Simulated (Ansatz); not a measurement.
# A frame of liquid (K,Li)2CO3 from 1100 K (108 atoms): geometry optimisation, part 2 of 3

Aim: bring a frame of liquid (K,Li)2CO3 from 1100 K (108 atoms) to a nearby minimum of the energy and see what moves.

Ansatz 0.2.0; Kohn-Sham DFT, PBE, PAW (set soft_2), plane waves.

The cell: 18 C, 54 O, 14 K and 22 Li. The network of bonds at the start is that of the classical potential that made the cell. Only the Γ point is sampled, in a cell whose shortest periodic width is 12 Å.

So far. Step 2 (Single point at the start): The r.m.s. force component of 2.7 eV/Å and the pressure of 6.7 GPa set the starting point.

### Step 3. Relaxation

With the cell held, the atoms are moved downhill towards a nearby minimum.

Contents of input.yaml:

```yaml
crystal:
  lattice:
    - [11.69092, 0.0, 0.0]
    - [0.0, 11.69092, 0.0]
    - [0.0, 0.0, 11.69092]
  atoms:
    [... the 108 atom lines of step 2 ...]
kpoints:
  mp_grid: { grid: [1, 1, 1] }
hamiltonian:
  xc: pbe
scf:
  occupations: { method: gaussian, width: 0.025 }
output:
  forces: true
relax:
  f_tol: 0.05
  max_steps: 200
```

Run with:

```bash
$ ansatz run input.yaml --threads 4 --pin off --max-ram 8192MiB --backend cpu --events-out ev --progress --plain --runs-dir out
```

Numbers of over 12 decimals in the logs are rounded to 6 here.

Output:

```text
[...]
Crystal: 108 atoms, lattice volume = 1597.887 Å³
Basis set: ecut = 420 eV, 31343 PW (Γ), exchange–correlation on 160×160×160 points (8 copies of the dense FFT grid, shifted against one another)
Bands: 402, of which v1, the nominal top of the filled ones, is band 294 counted from 1 (293 counted from 0)
Symmetry: 1 space group operations
[...]
k-points: 1
[...]
SCF iter   1: F=—  HF=-61225.589007 eV  |F-HF|=—  |Δ(HF+E_count)|=         —  Δρ=2.88e-3  dr2=1.81e-1  ethr=1.77e-3  ⟨swp⟩=6.0  Hψ=1729  notcnv=0  defer=56
[...]
SCF iter   7: F=-61225.584580 eV  HF=-61225.584582 eV  |F-HF|=1.87e-6  |Δ(HF+E_count)|=   3.06e-5  Δρ=2.32e-5  dr2=8.20e-6  ethr=8.14e-9  ⟨swp⟩=4.0  Hψ=1051  notcnv=0
SCF 1 converged in 7 iterations: F = -61225.584580 eV  dr2 = 8.20e-6
[...]
relax step   1: F+E_penalty+E_count = -61225.58458047 eV  Δ(F+E_penalty+E_count) = +0.000e0 eV  max|allowed force component| = 1.260e1 eV/Å  Δτ_max = 0.0000 Å  (7 SCF iters, dr2 threshold 6.25e-5 eV, accepted)
[...]
relax step   2: F+E_penalty+E_count = -61239.96436345 eV  Δ(F+E_penalty+E_count) = -1.438e1 eV  max|allowed force component| = 3.149e0 eV/Å  Δτ_max = 0.1949 Å  (7 SCF iters, dr2 threshold 1.00e-4 eV, accepted)
[...]
relax step   3: F+E_penalty+E_count = -61243.76201325 eV  Δ(F+E_penalty+E_count) = -3.798e0 eV  max|allowed force component| = 2.560e0 eV/Å  Δτ_max = 0.1948 Å  (8 SCF iters, dr2 threshold 1.00e-4 eV, accepted)
relax step   4: F+E_penalty+E_count = -61246.14407472 eV  Δ(F+E_penalty+E_count) = -2.382e0 eV  max|allowed force component| = 1.798e0 eV/Å  Δτ_max = 0.2000 Å  (7 SCF iters, dr2 threshold 1.00e-4 eV, accepted)
relax step   5: F+E_penalty+E_count = -61248.26427275 eV  Δ(F+E_penalty+E_count) = -2.120e0 eV  max|allowed force component| = 9.676e-1 eV/Å  Δτ_max = 0.1948 Å  (7 SCF iters, dr2 threshold 1.00e-4 eV, accepted)
relax step   6: F+E_penalty+E_count = -61249.26607850 eV  Δ(F+E_penalty+E_count) = -1.002e0 eV  max|allowed force component| = 7.911e-1 eV/Å  Δτ_max = 0.2000 Å  (7 SCF iters, dr2 threshold 1.00e-4 eV, accepted)
relax step   7: F+E_penalty+E_count = -61249.96853296 eV  Δ(F+E_penalty+E_count) = -7.025e-1 eV  max|allowed force component| = 6.139e-1 eV/Å  Δτ_max = 0.2000 Å  (7 SCF iters, dr2 threshold 1.00e-4 eV, accepted)
relax step   8: F+E_penalty+E_count = -61250.46429503 eV  Δ(F+E_penalty+E_count) = -4.958e-1 eV  max|allowed force component| = 6.437e-1 eV/Å  Δτ_max = 0.1960 Å  (7 SCF iters, dr2 threshold 1.00e-4 eV, accepted)
relax step   9: F+E_penalty+E_count = -61250.66226146 eV  Δ(F+E_penalty+E_count) = -1.980e-1 eV  max|allowed force component| = 7.882e-1 eV/Å  Δτ_max = 0.1957 Å  (7 SCF iters, dr2 threshold 1.00e-4 eV, accepted)
relax step  10: F+E_penalty+E_count = -61250.91492713 eV  Δ(F+E_penalty+E_count) = -2.527e-1 eV  max|allowed force component| = 5.173e-1 eV/Å  Δτ_max = 0.2000 Å  (7 SCF iters, dr2 threshold 1.00e-4 eV, accepted)
relax step  11: F+E_penalty+E_count = -61251.04828796 eV  Δ(F+E_penalty+E_count) = -1.334e-1 eV  max|allowed force component| = 9.478e-1 eV/Å  Δτ_max = 0.1984 Å  (7 SCF iters, dr2 threshold 1.00e-4 eV, accepted)
relax step  12: F+E_penalty+E_count = -61251.24285259 eV  Δ(F+E_penalty+E_count) = -1.946e-1 eV  max|allowed force component| = 1.874e-1 eV/Å  Δτ_max = 0.2000 Å  (7 SCF iters, dr2 threshold 1.00e-4 eV, accepted)
relax step  13: F+E_penalty+E_count = -61251.34304687 eV  Δ(F+E_penalty+E_count) = -1.002e-1 eV  max|allowed force component| = 1.674e-1 eV/Å  Δτ_max = 0.2000 Å  (10 SCF iters, accepted)
relax step  14: F+E_penalty+E_count = -61251.41746286 eV  Δ(F+E_penalty+E_count) = -7.442e-2 eV  max|allowed force component| = 2.592e-1 eV/Å  Δτ_max = 0.1983 Å  (9 SCF iters, accepted)
relax step  15: F+E_penalty+E_count = -61251.44120886 eV  Δ(F+E_penalty+E_count) = -2.375e-2 eV  max|allowed force component| = 1.183e0 eV/Å  Δτ_max = 0.1967 Å  (6 SCF iters, dr2 threshold 5.36e-5 eV, accepted)
relax step  16: F+E_penalty+E_count = -61251.55847585 eV  Δ(F+E_penalty+E_count) = -1.173e-1 eV  max|allowed force component| = 4.125e-1 eV/Å  Δτ_max = 0.2000 Å  (6 SCF iters, dr2 threshold 1.00e-4 eV, accepted)
relax step  17: F+E_penalty+E_count = -61251.62841033 eV  Δ(F+E_penalty+E_count) = -6.993e-2 eV  max|allowed force component| = 1.572e-1 eV/Å  Δτ_max = 0.1970 Å  (7 SCF iters, dr2 threshold 2.07e-5 eV, accepted)
relax step  18: F+E_penalty+E_count = -61251.64871254 eV  Δ(F+E_penalty+E_count) = -2.030e-2 eV  max|allowed force component| = 3.218e-1 eV/Å  Δτ_max = 0.1830 Å  (7 SCF iters, dr2 threshold 3.00e-6 eV, accepted)
relax step  19: F+E_penalty+E_count = -61251.69317569 eV  Δ(F+E_penalty+E_count) = -4.446e-2 eV  max|allowed force component| = 1.308e-1 eV/Å  Δτ_max = 0.2000 Å  (7 SCF iters, dr2 threshold 1.50e-5 eV, accepted)
relax step  20: F+E_penalty+E_count = -61251.71202882 eV  Δ(F+E_penalty+E_count) = -1.885e-2 eV  max|allowed force component| = 1.191e-1 eV/Å  Δτ_max = 0.0534 Å  (7 SCF iters, dr2 threshold 2.83e-6 eV, accepted)
relax step  21: F+E_penalty+E_count = -61251.75597908 eV  Δ(F+E_penalty+E_count) = -4.395e-2 eV  max|allowed force component| = 1.026e-1 eV/Å  Δτ_max = 0.2000 Å  (10 SCF iters, accepted)
relax step  22: F+E_penalty+E_count = -61251.78310670 eV  Δ(F+E_penalty+E_count) = -2.713e-2 eV  max|allowed force component| = 5.394e-1 eV/Å  Δτ_max = 0.1978 Å  (7 SCF iters, dr2 threshold 7.80e-6 eV, accepted)
relax step  23: F+E_penalty+E_count = -61251.79583731 eV  Δ(F+E_penalty+E_count) = -1.273e-2 eV  max|allowed force component| = 5.222e-1 eV/Å  Δτ_max = 0.0662 Å  (5 SCF iters, dr2 threshold 1.00e-4 eV, accepted)
relax step  24: F+E_penalty+E_count = -61251.84931975 eV  Δ(F+E_penalty+E_count) = -5.348e-2 eV  max|allowed force component| = 1.209e-1 eV/Å  Δτ_max = 0.2000 Å  (7 SCF iters, dr2 threshold 1.00e-4 eV, accepted)
relax step  25: F+E_penalty+E_count = -61251.86755769 eV  Δ(F+E_penalty+E_count) = -1.824e-2 eV  max|allowed force component| = 2.800e-1 eV/Å  Δτ_max = 0.0783 Å  (9 SCF iters, accepted)
relax step  26: F+E_penalty+E_count = -61251.87294171 eV  Δ(F+E_penalty+E_count) = -5.384e-3 eV  max|allowed force component| = 3.827e-1 eV/Å  Δτ_max = 0.0459 Å  (7 SCF iters, dr2 threshold 4.90e-6 eV, accepted)
relax step  27: F+E_penalty+E_count = -61251.89875241 eV  Δ(F+E_penalty+E_count) = -2.581e-2 eV  max|allowed force component| = 7.680e-2 eV/Å  Δτ_max = 0.2000 Å  (6 SCF iters, dr2 threshold 1.00e-4 eV, accepted)
relax step  28: F+E_penalty+E_count = -61251.91082394 eV  Δ(F+E_penalty+E_count) = -1.207e-2 eV  max|allowed force component| = 1.185e-1 eV/Å  Δτ_max = 0.0964 Å  (9 SCF iters, accepted)
relax step  29: F+E_penalty+E_count = -61251.92437515 eV  Δ(F+E_penalty+E_count) = -1.355e-2 eV  max|allowed force component| = 2.182e-1 eV/Å  Δτ_max = 0.1497 Å  (9 SCF iters, accepted)
relax step  30: F+E_penalty+E_count = -61251.93927563 eV  Δ(F+E_penalty+E_count) = -1.490e-2 eV  max|allowed force component| = 2.381e-1 eV/Å  Δτ_max = 0.0635 Å  (5 SCF iters, dr2 threshold 4.76e-5 eV, accepted)
[...]
relax step  34: F+E_penalty+E_count = -61252.17756935 eV  Δ(F+E_penalty+E_count) = -2.949e-2 eV  max|allowed force component| = 2.691e-1 eV/Å  Δτ_max = 0.1102 Å  (6 SCF iters, dr2 threshold 1.00e-4 eV, accepted)
relax step  35: F+E_penalty+E_count = -61252.23742366 eV  Δ(F+E_penalty+E_count) = -5.985e-2 eV  max|allowed force component| = 1.651e-1 eV/Å  Δτ_max = 0.2000 Å  (7 SCF iters, dr2 threshold 2.13e-5 eV, accepted)
relax step  36: F+E_penalty+E_count = -61252.25923180 eV  Δ(F+E_penalty+E_count) = -2.181e-2 eV  max|allowed force component| = 9.148e-1 eV/Å  Δτ_max = 0.1793 Å  (7 SCF iters, dr2 threshold 8.02e-6 eV, accepted)
relax step  37: F+E_penalty+E_count = -61252.29299386 eV  Δ(F+E_penalty+E_count) = -3.376e-2 eV  max|allowed force component| = 5.505e-1 eV/Å  Δτ_max = 0.0396 Å  (5 SCF iters, dr2 threshold 1.00e-4 eV, accepted)
relax step  38: F+E_penalty+E_count = -61252.35092779 eV  Δ(F+E_penalty+E_count) = -5.793e-2 eV  max|allowed force component| = 1.441e-1 eV/Å  Δτ_max = 0.2000 Å  (6 SCF iters, dr2 threshold 1.00e-4 eV, accepted)
relax step  39: F+E_penalty+E_count = -61252.37206399 eV  Δ(F+E_penalty+E_count) = -2.114e-2 eV  max|allowed force component| = 3.248e-1 eV/Å  Δτ_max = 0.1458 Å  (9 SCF iters, accepted)
relax step  40: F+E_penalty+E_count = -61252.38520746 eV  Δ(F+E_penalty+E_count) = -1.314e-2 eV  max|allowed force component| = 1.957e-1 eV/Å  Δτ_max = 0.0440 Å  (6 SCF iters, dr2 threshold 7.23e-6 eV, accepted)
relax step  41: F+E_penalty+E_count = -61252.39623777 eV  Δ(F+E_penalty+E_count) = -1.103e-2 eV  max|allowed force component| = 9.425e-2 eV/Å  Δτ_max = 0.2000 Å  (7 SCF iters, dr2 threshold 1.39e-5 eV, accepted)
relax step  42: F+E_penalty+E_count = -61252.40620805 eV  Δ(F+E_penalty+E_count) = -9.970e-3 eV  max|allowed force component| = 5.669e-2 eV/Å  Δτ_max = 0.0448 Å  (8 SCF iters, accepted)
relax step  43: F+E_penalty+E_count = -61252.40610129 eV  Δ(F+E_penalty+E_count) = +1.068e-4 eV  max|allowed force component| = 5.198e-2 eV/Å  Δτ_max = 0.0553 Å  (8 SCF iters, rejected (line search))
relax step  44: F+E_penalty+E_count = -61252.40782034 eV  Δ(F+E_penalty+E_count) = -1.612e-3 eV  max|allowed force component| = 1.400e-1 eV/Å  Δτ_max = 0.0244 Å  (8 SCF iters, accepted)
relax step  45: F+E_penalty+E_count = -61252.40941946 eV  Δ(F+E_penalty+E_count) = -1.599e-3 eV  max|allowed force component| = 2.329e-2 eV/Å  Δτ_max = 0.0542 Å  (6 SCF iters, dr2 threshold 7.09e-6 eV, accepted)
[...]
relax step  46: F+E_penalty+E_count = -61252.40942235 eV  Δ(F+E_penalty+E_count) = -2.887e-6 eV  max|allowed force component| = 2.369e-2 eV/Å  Δτ_max = 0.0000 Å  (5 SCF iters, accepted)
SCF converged after 5 iterations
Free energy (F): -61252.409422 eV
[...]
Internal energy: -61252.409422 eV  (E = F + TS)
E sigma→0 (E₀):  -61252.409422 eV
Fermi energy:    3.924526 eV
[...]
--- Forces (eV/Å), atoms counted from 1 ---
  atom   1  C     -0.00020378     0.00531770     0.01123259
  atom   2  O     -0.00722796     0.00068396    -0.00103091
  atom   3  O     -0.00282531    -0.00608341    -0.00221650
  atom   4  O     -0.00163031     0.00510520     0.00159419
  atom   5  C     -0.00137374    -0.00025842    -0.00374319
  atom   6  O     -0.00501401    -0.00741494     0.00084686
  atom   7  O      0.00606286     0.00886386    -0.00487748
  atom   8  O      0.00022487    -0.00204428    -0.00166160
  atom   9  C      0.01874298     0.01006132    -0.00350880
  atom  10  O     -0.01538531    -0.01035055     0.00071120
  atom  11  O      0.00676866    -0.00815119     0.00845116
  atom  12  O     -0.00680783    -0.00123921     0.00088225
  atom  13  C      0.01431909    -0.00464380     0.00697090
  atom  14  O     -0.00424060    -0.00423983    -0.00088787
[...]
atom 107  Li     0.00097269    -0.01236983    -0.00042567
  atom 108  Li    -0.00193103     0.00115076    -0.00256048
  max |Σ_I F_I| component: 5.63e-5 eV/Å
--- Relaxed structure (46 steps of the walk, 45 accepted, 0 SCFs on fresh bases) ---
  F+E_penalty+E_count = -61252.40942235 eV   max|allowed force component| = 2.369e-2 eV/Å
  atoms:
    - { symbol: C, position: [0.381046, 0.156417, 0.047946] }
    - { symbol: O, position: [0.488315, 0.186805, 0.038757] }
    - { symbol: O, position: [0.349748, 0.052738, 0.022562] }
    - { symbol: O, position: [0.305997, 0.228892, 0.084296] }
[...]
- { symbol: Li, position: [0.487530, 0.382248, 0.778686] }
```

It took 10 min on 4 threads of Arm Neoverse V1, shared host; peak memory 2 GiB; 38 min of CPU time.

The steps of the relaxation (22 of 46):

```
step  energy less that of the first step (eV)  largest force component (eV/Å)
   1                                   0.0000                         12.6049
   3                                 -18.1774                          2.5600
   5                                 -22.6797                          0.9676
   7                                 -24.3840                          0.6139
  10                                 -25.3303                          0.5173
  12                                 -25.6583                          0.1874
  14                                 -25.8329                          0.2592
  16                                 -25.9739                          0.4125
  18                                 -26.0641                          0.3218
  20                                 -26.1274                          0.1191
  22                                 -26.1985                          0.5394
  25                                 -26.2830                          0.2800
  27                                 -26.3142                          0.0768
  29                                 -26.3398                          0.2182
  31                                 -26.3845                          0.4986
  33                                 -26.5635                          0.4963
  35                                 -26.6528                          0.1651
  37                                 -26.7084                          0.5505
  40                                 -26.8006                          0.1957
  42                                 -26.8216                          0.0567
  44                                 -26.8232                          0.1400
  46                                 -26.8248                          0.0237
```

Relaxation step 43 was tried and not accepted.

The atoms that moved most (Å):

```
 atom      dx      dy      dz  length
Li101   0.084  -2.324   1.265   2.647
  O66   0.417   1.600   1.092   1.982
Li104   0.937  -0.525  -1.367   1.739
  O11   0.489   1.064  -1.239   1.705
Li103   0.224   1.265  -0.712   1.469
  K85  -0.655   0.936   0.728   1.354
  O32   0.925  -0.604  -0.772   1.348
 Li90   1.124   0.233  -0.622   1.306
```

The relaxation changed the energy by -248 meV/atom, and atoms moved by 0.84 Å r.m.s., 2.6 Å at most.

### Step 4. Structure statistics after relaxation

Bonds before and after, by the cutoffs listed below:

```
pair  bonds before  bonds after  mean before (Å)  mean after (Å)  spread before (Å)  spread after (Å)
O-Li            73           87            2.082           1.991              0.140             0.077
 O-C            54           54            1.265           1.299              0.057             0.011
 O-K            75           86            2.850           2.853              0.221             0.162
```

Density 1.85 g/cm³, 14.80 Å³ an atom.

Pair distribution functions g(r), in bins of 0.2 Å:

```
r (Å)  total   O-O  O-Li    O-C   O-K  Li-Li  Li-C
 1.20   1.81  0.00  0.00  10.85  0.00   0.00  0.00
 1.40   1.68  0.00  0.00  10.05  0.00   0.00  0.00
 1.60   0.00  0.00  0.00   0.00  0.00   0.00  0.00
 1.80   0.38  0.00  1.84   0.00  0.00   0.00  0.00
 2.00   1.84  0.00  9.04   0.00  0.00   0.00  0.00
 2.20   1.46  4.66  0.94   0.00  0.00   0.00  1.58
 2.40   0.25  0.00  0.18   0.00  0.00   0.00  3.15
 2.60   0.44  0.00  0.00   0.00  1.81   1.99  1.87
 2.80   1.09  0.27  0.27   0.08  4.62   2.05  4.05
 3.00   0.89  0.91  0.40   0.07  1.79   1.18  3.19
 3.20   1.08  1.46  0.78   0.43  0.75   1.02  1.11
 3.40   0.95  1.17  0.88   0.62  0.44   1.63  0.42
 3.60   1.17  1.11  1.65   0.91  0.71   0.42  0.50
 3.80   1.02  0.85  1.19   1.35  0.58   1.47  0.11
 4.00   1.07  0.87  1.40   1.44  0.90   0.99  0.21
 4.20   0.90  0.54  0.91   1.26  1.14   0.59  0.27
 4.40   1.04  0.77  0.69   1.97  1.38   0.54  0.25
 4.60   0.92  1.14  0.58   0.90  1.24   0.75  0.15
 4.80   0.98  1.08  0.85   1.05  1.06   0.45  0.91
 5.00   0.98  1.25  0.81   0.86  1.05   1.38  0.96
 5.20   1.06  1.43  0.77   0.89  0.80   1.57  1.59
 5.40   1.02  1.16  0.75   1.25  0.66   1.53  1.32
 5.60   1.08  1.17  1.12   1.03  0.86   1.18  1.33
```

Bonds by pair of elements; cutoffs follow the first minimum of g(r), held within bounds set by covalent radii, and pairs that aren't listed don't count as bonded:

```
pair A-B  cutoff (Å)  bonds  mean length (Å)  spread (Å)  shortest (Å)  B about A  A about B
    O-Li        2.33     87             1.99       0.077          1.80       1.61       3.96
     O-C        1.73     54             1.30       0.011          1.27          1          3
     O-K        3.33     86             2.85       0.162          2.58       1.59       6.14
```

How many atoms have how many bonded neighbours:

```
element  mean   3   4   5  6  7  8
      C     3  18   0   0  0  0  0
      K  6.14   0   0   4  6  2  2
     Li  3.96   3  17   2  0  0  0
      O  4.20   3  37  14  0  0  0
```

Bond angles (no mean is given where the spread exceeds 20°):

```
 angle  count  mean (°)  spread (°)
 O-K-O    228         -           -
O-Li-O    131         -           -
K-O-Li    109         -           -
C-O-Li     87         -           -
 C-O-K     86         -           -
```

Bond length by coordination (bonds to H left out):

```
element  coordination  atoms  mean bond length (Å)
      K             5      4                  2.79
      K             6      6                  2.82
      K             7      2                  2.97
      K             8      2                  2.89
     Li             3      3                  1.89
     Li             4     17                  1.99
     Li             5      2                  2.06
      O             3      3                  1.88
      O             4     37                  2.10
      O             5     14                  2.30
```

Counting bonds as in the table, all C atoms have 3, 43 % of K atoms have 6, 77 % of Li atoms have 4 and 69 % of O atoms have 4 bonded neighbours.

(Part 2 of 3 ends here.)

[Logs are printed without paths, hosts, clocks, repeated set-up lines and the standing remarks that a program may print on its own settings, such as how far it seeks lower states.]

[Hosts, paths, dates, database ids (printed as entryN), source tags and the programs' standing remarks are cut or masked in the printed files.]
